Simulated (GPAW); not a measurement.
# An In chain with one Ag atom in line: transmission at several levels

Wanted: the zero-bias transmission of an In chain with one Ag atom in line on a ladder of levels, with run times.

Program: GPAW 26.7.0. Level of theory: GPAW LCAO, PAW setups; Landauer transmission from Green's functions with principal layers (ASE), zero bias. Results are calculated unless marked as measured.

Most raw output is cut from this account.

## Step 1: Starting point

The cell holds 11 atoms: 10 In and 1 Ag. Its edges and angles: a = 9.000 Å, b = 9.000 Å, c = 32.133 Å, α = 90.0°, β = 90.0°, γ = 90.0°. Regions: left lead, 5 atoms (5 In); channel, 1 atom (1 Ag); right lead, 5 atoms (5 In). Vacuum lies along a and b. The structure is stacked along c, and the current runs across the ab planes.

## Step 2: GPAW, dzp

Localised orbitals split the wire into layers that couple to their neighbours alone, which is what the Green's function method needs; double zeta with polarisation is the usual level for numbers.

run.py

```python
import json
import numpy as np
from ase import Atoms
from ase.transport.calculators import TransportCalculator
from gpaw import GPAW, FermiDirac
from gpaw.lcao.tools import get_lcao_hamiltonian
from scipy.linalg import eigh

# The junction with lead layers at both ends, along the third cell vector
device = Atoms(
    ['In', 'In', 'In', 'In', 'In', 'Ag', 'In', 'In', 'In', 'In', 'In'],
    positions=[
        [4.50000, 4.50000, 1.47500],
        [4.50000, 4.50000, 4.42500],
        [4.50000, 4.50000, 7.37500],
        [4.50000, 4.50000, 10.32500],
        [4.50000, 4.50000, 13.27500],
        [4.50000, 4.50000, 16.06650],
        [4.50000, 4.50000, 18.85800],
        [4.50000, 4.50000, 21.80800],
        [4.50000, 4.50000, 24.75800],
        [4.50000, 4.50000, 27.70800],
        [4.50000, 4.50000, 30.65800]],
    cell=[[9.0, 0.0, 0.0], [0.0, 9.0, 0.0], [0.0, 0.0, 32.133]],
    pbc=True)

# One principal layer of the lead: the first 3 atoms of the device
lead = Atoms(
    ['In', 'In', 'In'],
    positions=[
        [4.50000, 4.50000, 1.47500],
        [4.50000, 4.50000, 4.42500],
        [4.50000, 4.50000, 7.37500]],
    cell=[[9.0, 0.0, 0.0], [0.0, 9.0, 0.0], [0.0, 0.0, 8.85]],
    pbc=True)

settings = dict(mode='lcao', basis='dzp', xc='PBE', h=0.2,
                occupations=FermiDirac(0.1), maxiter=250,
                mixer=dict(beta=0.1, nmaxold=8, weight=100.0),
                convergence=dict(density=0.0001))
energies = np.arange(-2, 2 + 1e-9, 0.05)
eta = 0.0001
n1, n2 = 1, 1
# k and -k transmit alike, so half of the mesh across the current serves
mesh = [(i, j) for i in range(n1) for j in range(n2) if (i, j) <= (-i % n1, -j % n2)]
weights = np.array([1 if (i, j) == (-i % n1, -j % n2) else 2 for i, j in mesh]) / (n1 * n2)

# [... helper functions left out ...]
fermi_lead = ground_state(lead, (1, 1, 13), 'lead.txt')
fermi_device = ground_state(device, (1, 1, 3), 'device.txt')
# [... loop over the mesh left out, but for ...]
        # Shift the lead onto the potential of the device's first layer
        shift = ((H[:, 0, 0] - H0[:, 0, 0]) / S0[0, 0]).real.mean()
# [...]
kT = 8.617333e-5 * 300
bias = [0.1, 0.2, 0.5, 1.0, 1.5, 2.0]
# [... integrals and printing left out ...]
```

Run with:

```console
$ OMP_NUM_THREADS=1 OPENBLAS_NUM_THREADS=1 python run.py
```

It took 44 s on 1 thread of Arm Neoverse V2, shared host; peak memory 1.1 GiB.

Numbers from this step:

| Item | Value |
| --- | --- |
| conductance | 1.538 G₀ |
| largest coupling past the next principal layer | 1.88e-6 eV |
| largest misfit of the first principal layer | 0.05285 eV |
| shift that aligns the lead | -0.009307 eV |
| basis functions of the junction | 257 |
| basis functions of a principal layer | 69 |
| transmission at the Fermi level (one spin) | 1.578 |

One spin. The transmission, zone mean by energy, zero at the Fermi level:

energy (eV), transmission, zone mean and a bar:
```
    -2.00       0.01 
    -1.90       0.00 
    -1.80       0.00 
    -1.70       0.00 
    -1.55       0.00 
    -1.45       0.00 
    -1.35       0.00 
    -1.25       0.65 ###########
    -1.15       1.00 #################
    -1.05       0.98 #################
    -0.90       0.93 ################
    -0.80       0.91 ###############
    -0.70       0.89 ###############
    -0.60       0.88 ###############
    -0.50       0.87 ###############
    -0.40       0.87 ###############
    -0.25       0.86 ###############
    -0.15       0.98 #################
    -0.05       1.47 #########################
     0.00       1.58 ###########################
     0.05       1.61 ###########################
     0.15       1.58 ###########################
     0.25       1.53 ##########################
     0.40       1.48 #########################
     0.50       1.47 #########################
     0.60       1.48 #########################
     0.70       1.50 #########################
     0.80       1.54 ##########################
     0.90       1.58 ###########################
     1.05       1.64 ############################
     1.15       1.68 ############################
     1.25       1.70 #############################
     1.35       1.73 #############################
     1.45       1.74 #############################
     1.55       1.75 ##############################
     1.70       1.76 ##############################
     1.80       1.76 ##############################
     1.90       1.77 ##############################
     2.00       1.77 ##############################
```

Not self-consistent under bias; the bias window is split evenly. The current through one cell, from the zero-bias transmission by bias:

```tsv
bias (V)	current through one cell, from the zero-bias transmission (μA)
0.100	11.8
0.200	23.1
0.500	52.8
1.000	98.7
1.500	145
2.000	193
```

The transmission of the three most open eigenchannels by energy, zero at the Fermi level:

```tsv
energy (eV)	channel 1	channel 2 = channel 3
-2.00	0.00823	0
-1.85	1.9e-9	0
-1.70	1.6e-9	0
-1.60	3.3e-9	0
-1.45	4.5e-8	0
-1.30	4.9e-6	0
-1.15	0.995	0
-1.05	0.982	0
-0.90	0.934	0
-0.75	0.902	0
-0.60	0.883	0
-0.50	0.875	0
-0.35	0.867	0
-0.20	0.862	5.0e-9
-0.05	0.859	0.304
0.00	0.859	0.360
0.05	0.858	0.375
0.20	0.857	0.347
0.35	0.857	0.331
0.50	0.858	0.308
0.60	0.859	0.311
0.75	0.860	0.329
0.90	0.863	0.357
1.05	0.866	0.386
1.15	0.869	0.403
1.30	0.873	0.422
1.45	0.877	0.431
1.60	0.882	0.435
1.70	0.886	0.436
1.85	0.891	0.443
2.00	0.896	0.437
```

Couplings past the next layer reach 1.9e-6 eV, small enough to drop; the matrix elements of the cell's first layer differ from the bulk lead's by up to 0.053 eV. That layer keeps its own values in the calculation, and only beyond it is the lead taken as perfect. The Fermi levels of lead and junction count from different zeros of potential, one for each periodic cell; with both set to zero, the small remaining shift is what aligns them. By hand: G = 1.538 × 77.48 μS = 119 μS, a resistance of 8.39 kΩ; at 0.1 V a linear junction would pass 11.9 μA, and the integral over the bias window gives 11.8 μA.

## Step 3: Single-zeta polarised basis

One radial function a shell plus polarisation makes the matrices smaller; the question is what that costs.

Changes to run.py since step 2:

```diff
@@ -36,3 +36,3 @@
 
-settings = dict(mode='lcao', basis='dzp', xc='PBE', h=0.2,
+settings = dict(mode='lcao', basis='szp(dzp)', xc='PBE', h=0.2,
                 occupations=FermiDirac(0.1), maxiter=250,
```

The job ended after 36 s (1 thread; peak memory 1.1 GiB).

Numbers from this step:

```yaml
conductance: 1.483 G₀
largest_coupling_past_the_next_principal_layer: 1.86e-6 eV
largest_misfit_of_the_first_principal_layer: 0.05498 eV
shift_that_aligns_the_lead: -0.008150 eV
basis_functions_of_the_junction: 155
basis_functions_of_a_principal_layer: 42
transmission_at_the_fermi_level_one_spin: 1.523
```

One spin. Table of transmission, zone mean by energy, zero at the Fermi level:

```tsv
energy (eV)	transmission, zone mean
-2.00	1.0e-9
-1.90	5.0e-10
-1.80	4.7e-10
-1.70	7.0e-10
-1.55	2.8e-9
-1.45	1.7e-8
-1.35	1.2e-6
-1.25	6.4e-6
-1.15	0.93
-1.05	0.999
-0.90	0.961
-0.80	0.934
-0.70	0.913
-0.60	0.897
-0.50	0.885
-0.40	0.875
-0.25	0.865
-0.15	0.952
-0.05	1.41
0.00	1.52
0.05	1.55
0.15	1.52
0.25	1.47
0.40	1.42
0.50	1.41
0.60	1.42
0.70	1.44
0.80	1.47
0.90	1.51
1.05	1.57
1.15	1.60
1.25	1.63
1.35	1.65
1.45	1.66
1.55	1.67
1.70	1.68
1.80	1.68
1.90	1.69
2.00	1.69
```

Not self-consistent under bias; the bias window is split evenly. Table of current through one cell, from the zero-bias transmission by bias:

```tsv
bias (V)	current through one cell, from the zero-bias transmission (μA)
0.100	11.4
0.200	22.3
0.500	51.1
1.000	95.9
1.500	141
2.000	189
```

Table of transmission of the three most open eigenchannels by energy, zero at the Fermi level:

```tsv
energy (eV)	channel 1	channel 2 = channel 3
-2.00	1.0e-9	0
-1.85	4.6e-10	0
-1.70	7.0e-10	0
-1.60	1.6e-9	0
-1.45	1.7e-8	0
-1.30	4.6e-6	0
-1.15	0.93	0
-1.05	0.999	0
-0.90	0.961	0
-0.75	0.923	0
-0.60	0.897	0
-0.50	0.885	0
-0.35	0.871	0
-0.20	0.863	1.7e-9
-0.05	0.857	0.278
0.00	0.855	0.334
0.05	0.854	0.350
0.20	0.852	0.320
0.35	0.851	0.295
0.50	0.851	0.280
0.60	0.852	0.284
0.75	0.854	0.301
0.90	0.856	0.326
1.05	0.860	0.353
1.15	0.863	0.369
1.30	0.868	0.385
1.45	0.873	0.395
1.60	0.878	0.398
1.70	0.882	0.399
1.85	0.887	0.402
2.00	0.893	0.397
```

The conductance, 1.48 G₀, lies 3.5 % below that of the dzp run.

## Step 4: Minimal basis

One function for each valence shell of the setup, as for a first survey of a large system.

Changes to run.py since step 3:

```diff
@@ -36,3 +36,3 @@
 
-settings = dict(mode='lcao', basis='szp(dzp)', xc='PBE', h=0.2,
+settings = dict(mode='lcao', basis='sz(dzp)', xc='PBE', h=0.2,
                 occupations=FermiDirac(0.1), maxiter=250,
```

Run time: 23 s. Hardware: 1 thread; peak memory 1 GiB.

This step gave:

```yaml
conductance: 1.580 G₀
largest_coupling_past_the_next_principal_layer: 1.93e-6 eV
largest_misfit_of_the_first_principal_layer: 0.05170 eV
shift_that_aligns_the_lead: -0.01392 eV
basis_functions_of_the_junction: 102
basis_functions_of_a_principal_layer: 27
transmission_at_the_fermi_level_one_spin: 1.619
```

One spin. Transmission, zone mean against energy, zero at the Fermi level:

energy (eV), transmission, zone mean and a bar:
```
    -2.00       0.04 #
    -1.90       0.02 
    -1.80       0.00 
    -1.70       0.00 
    -1.55       0.00 
    -1.45       0.00 
    -1.35       0.00 
    -1.25       0.15 ###
    -1.15       0.99 #################
    -1.10       1.00 #################
    -1.05       0.98 #################
    -0.90       0.92 ################
    -0.80       0.89 ###############
    -0.70       0.87 ###############
    -0.60       0.86 ###############
    -0.50       0.85 ###############
    -0.40       0.85 ###############
    -0.25       0.84 ###############
    -0.15       1.03 ##################
    -0.05       1.53 ##########################
     0.00       1.62 ############################
     0.05       1.63 ############################
     0.15       1.59 ############################
     0.25       1.54 ###########################
     0.40       1.50 ##########################
     0.50       1.49 ##########################
     0.60       1.50 ##########################
     0.70       1.51 ##########################
     0.80       1.54 ###########################
     0.90       1.58 ###########################
     1.05       1.64 ############################
     1.15       1.67 #############################
     1.25       1.70 #############################
     1.35       1.72 ##############################
     1.45       1.73 ##############################
     1.55       1.73 ##############################
     1.70       1.73 ##############################
     1.80       1.72 ##############################
     1.90       1.72 ##############################
     2.00       1.71 ##############################
```

The conductance, 1.58 G₀, lies 2.7 % above that of the dzp run.

## Step 5: RPBE in the dzp basis: xc = "RPBE"

Back in the dzp basis, the functional changes from PBE to RPBE, to set the spread between functionals beside that between bases.

Changes to run.py since step 4:

```diff
@@ -36,3 +36,3 @@
 
-settings = dict(mode='lcao', basis='sz(dzp)', xc='PBE', h=0.2,
+settings = dict(mode='lcao', basis='dzp', xc='RPBE', h=0.2,
                 occupations=FermiDirac(0.1), maxiter=250,
```

It took 46 s on 1 thread; peak memory 1.1 GiB.

Numbers from this step:

```yaml
conductance: 1.542 G₀
largest_coupling_past_the_next_principal_layer: 1.88e-6 eV
largest_misfit_of_the_first_principal_layer: 0.05297 eV
shift_that_aligns_the_lead: -0.01020 eV
basis_functions_of_the_junction: 257
basis_functions_of_a_principal_layer: 69
transmission_at_the_fermi_level_one_spin: 1.584
```

One spin. Table of transmission, zone mean by energy, zero at the Fermi level:

energy (eV), transmission, zone mean and a bar:
```
    -2.00       0.02 
    -1.85       0.00 
    -1.70       0.00 
    -1.60       0.00 
    -1.45       0.00 
    -1.30       0.00 
    -1.15       1.00 #################
    -1.05       0.97 ################
    -0.90       0.91 ###############
    -0.75       0.88 ###############
    -0.60       0.86 ##############
    -0.50       0.86 ##############
    -0.35       0.85 ##############
    -0.20       0.85 ##############
    -0.05       1.48 #########################
     0.00       1.58 ##########################
     0.05       1.61 ###########################
     0.20       1.55 ##########################
     0.35       1.51 #########################
     0.50       1.48 #########################
     0.60       1.48 #########################
     0.75       1.52 #########################
     0.90       1.59 ##########################
     1.05       1.65 ############################
     1.15       1.69 ############################
     1.30       1.73 #############################
     1.45       1.76 #############################
     1.60       1.77 ##############################
     1.70       1.78 ##############################
     1.85       1.79 ##############################
     2.00       1.80 ##############################
```

The conductance, 1.54 G₀, lies 0.3 % above that of the dzp run.

## Step 6: All levels side by side

Times are for 1 thread of Arm Neoverse V2, shared host. The series side by side:

```tsv
no.	run	conductance (G₀)	time	memory (GiB)
1	dzp	1.538	44 s	1.1
2	szp	1.483	36 s	1.1
3	sz	1.580	23 s	1
4	dzp RPBE	1.542	46 s	1.1
```

## Step 7: The levels side by side

The curves are compared point by point over the common energies.

This step: comparison of transmission and cost over codes and levels (GPAW 26.7.0).

Ladder, by row:

```tsv
step	code	T at the Fermi level (sum over the listed spins)	conductance (G0)	r.m.s. T(E) from the first	wall time (s)	peak memory (GiB)	threads
dzp	GPAW	1.578	1.538	0	44.44	1.11	1
szp	GPAW	1.523	1.483	0.09266	36.42	1.09	1
sz	GPAW	1.619	1.58	0.06059	23.02	1	1
dzp-RPBE	GPAW	1.584	1.542	0.02093	46.31	1.11	1
```

Table of transmission, zone mean, sum over the listed spins by energy, zero at the Fermi level:

```tsv
energy (eV)	dzp	szp	sz	dzp-RPBE
-2.000	0.00823	1.0e-9	0.0439	0.0207
-1.800	1.5e-9	4.7e-10	8.2e-9	2.1e-9
-1.600	3.3e-9	1.6e-9	4.4e-9	3.9e-9
-1.400	3.1e-7	7.7e-8	1.3e-7	3.9e-7
-1.200	0.938	0.693	0.878	0.974
-1.000	0.965	0.990	0.956	0.947
-0.800	0.911	0.934	0.892	0.891
-0.600	0.883	0.897	0.862	0.865
-0.400	0.869	0.875	0.849	0.852
-0.200	0.862	0.863	0.851	0.847
0.000	1.58	1.52	1.62	1.58
0.200	1.55	1.49	1.57	1.55
0.400	1.48	1.42	1.50	1.49
0.600	1.48	1.42	1.50	1.48
0.800	1.54	1.47	1.54	1.54
1.000	1.62	1.55	1.62	1.63
1.200	1.69	1.61	1.69	1.71
1.400	1.73	1.66	1.72	1.75
1.600	1.75	1.68	1.73	1.77
1.800	1.76	1.68	1.72	1.79
2.000	1.77	1.69	1.71	1.80
```

## Step 8: Potential alignment off

Without the shift, lead and junction are matched by their Fermi levels alone.

This step: GPAW LCAO, PAW setups; Landauer transmission from Green's functions with principal layers (ASE), zero bias (GPAW 26.7.0).

Changes to run.py since step 5:

```diff
@@ -36,3 +36,3 @@
 
-settings = dict(mode='lcao', basis='dzp', xc='RPBE', h=0.2,
+settings = dict(mode='lcao', basis='dzp', xc='PBE', h=0.2,
                 occupations=FermiDirac(0.1), maxiter=250,
@@ -51,4 +51,4 @@
 # [... loop over the mesh left out, but for ...]
-        # Shift the lead onto the potential of the device's first layer
-        shift = ((H[:, 0, 0] - H0[:, 0, 0]) / S0[0, 0]).real.mean()
+        # Lead and device are aligned by their Fermi levels alone
+        shift = 0.0
 # [...]
```

Wall time 45 s (1 thread); peak memory 1.1 GiB.

This step gave:

```
conductance                                 : 1.522 G₀
largest misfit of the first principal layer : 0.04349 eV
shift that aligns the lead                  : 0 eV
transmission at the Fermi level (one spin)  : 1.555
```

One spin. Transmission, zone mean against energy, zero at the Fermi level:

```tsv
energy (eV)	transmission, zone mean
-2.000	0.0110
-1.800	1.5e-9
-1.600	3.1e-9
-1.400	2.4e-7
-1.200	0.916
-1.000	0.965
-0.800	0.908
-0.600	0.880
-0.400	0.867
-0.200	0.861
0.000	1.55
0.100	1.62
0.200	1.56
0.400	1.48
0.600	1.48
0.800	1.55
1.000	1.62
1.200	1.68
1.400	1.73
1.600	1.76
1.800	1.77
2.000	1.77
```

Not self-consistent under bias; the bias window is split evenly. Table of current through one cell, from the zero-bias transmission by bias:

```tsv
bias (V)	current through one cell, from the zero-bias transmission (μA)
0.100	11.7
0.200	23.0
0.500	52.9
1.000	97.9
1.500	144
2.000	192
```

The transmission of the three most open eigenchannels by energy, zero at the Fermi level:

```tsv
energy (eV)	channel 1	channel 2 = channel 3
-2.00	0.0110	0
-1.90	3.9e-9	0
-1.80	1.5e-9	0
-1.70	1.6e-9	0
-1.55	5.6e-9	0
-1.45	4.0e-8	0
-1.35	5.6e-5	0
-1.25	0.521	0
-1.15	0.993	0
-1.05	0.983	0
-0.90	0.932	0
-0.80	0.908	0
-0.70	0.892	0
-0.60	0.880	0
-0.50	0.872	0
-0.40	0.867	0
-0.25	0.862	1.4e-11
-0.15	0.860	0.0768
-0.05	0.859	0.287
0.00	0.859	0.348
0.05	0.858	0.376
0.15	0.858	0.369
0.25	0.858	0.336
0.40	0.859	0.309
0.50	0.859	0.304
0.60	0.860	0.311
0.70	0.861	0.325
0.80	0.863	0.341
0.90	0.864	0.359
1.05	0.867	0.385
1.15	0.869	0.400
1.25	0.871	0.412
1.35	0.874	0.423
1.45	0.876	0.431
1.55	0.879	0.436
1.70	0.884	0.440
1.80	0.888	0.440
1.90	0.891	0.439
2.00	0.895	0.436
```

The conductance, 1.52 G₀, lies 1.0 % below that of the dzp run.

## Step 9: Grid spacing 0.25

The real-space grid carries density and potential; a coarse one breaks translation symmetry along the lead and scatters electrons that should pass.

Changes to run.py since step 8:

```diff
@@ -36,3 +36,3 @@
 
-settings = dict(mode='lcao', basis='dzp', xc='PBE', h=0.2,
+settings = dict(mode='lcao', basis='dzp', xc='PBE', h=0.25,
                 occupations=FermiDirac(0.1), maxiter=250,
@@ -51,4 +51,4 @@
 # [... loop over the mesh left out, but for ...]
-        # Lead and device are aligned by their Fermi levels alone
-        shift = 0.0
+        # Shift the lead onto the potential of the device's first layer
+        shift = ((H[:, 0, 0] - H0[:, 0, 0]) / S0[0, 0]).real.mean()
 # [...]
```

Elapsed: 31 s, on 1 thread; peak memory 0.67 GiB.

The run finished with changed settings (h = 0.25); it serves as a test.

Side by side:

```tsv
quantity	this run	sound run	difference
conductance (G₀)	1.5432	1.5376	0.00558
largest coupling past the next principal layer (eV)	1.883e-6	1.883e-6	-4.2e-11
largest misfit of the first principal layer (eV)	0.053580	0.052852	7.3e-4
shift that aligns the lead (eV)	-0.0088459	-0.0093072	4.6e-4
transmission at the Fermi level (one spin)	1.5842	1.5781	0.00604
```

## Step 10: Summary of results

- conductance: 1.54 G₀
- transmission at the Fermi level, mean of the spins: 1.58

**Reading.** In the dzp basis the junction conducts 1.54 G₀ at 300 K, with T = 1.58 a spin at the Fermi level; the sz basis reaches that conductance within 10 %. At the Fermi level the three most open eigenchannels pass 0.86, 0.36 and 0.36. Measured against the first run (dzp), the nearest curve is that of dzp-RPBE (r.m.s. 0.021) and the farthest that of szp (0.093). Over the compared runs wall time goes from 23 s (sz) to 46 s (dzp-RPBE), on a shared host. The geometry was built from estimated bond lengths and not relaxed, so the numbers describe this model structure. The run had no spin polarisation, so a magnetic state, which chains and small molecules with open shells often have, wasn't tested. Spin-orbit coupling is left out, which matters for the heavy atoms here. An evenly spaced straight chain is an idealisation: free chains tend to dimerise, zigzag or, where a band edge lies near the Fermi level, turn magnetic. The currents use the zero-bias T(E) throughout, which holds only while the bias is small against the distance to the nearest feature. The thermopower isn't quoted: it samples T(E) farther from the Fermi level than the conductance does, and the energy grid wasn't tested for it.

[Logs are printed without paths, hosts, clocks, repeated set-up lines and the standing remarks that a program may print on its own settings, such as how far it seeks lower states.]

[Hosts, paths, dates, database ids (printed as entryN), source tags and the programs' standing remarks are cut or masked in the printed files.]
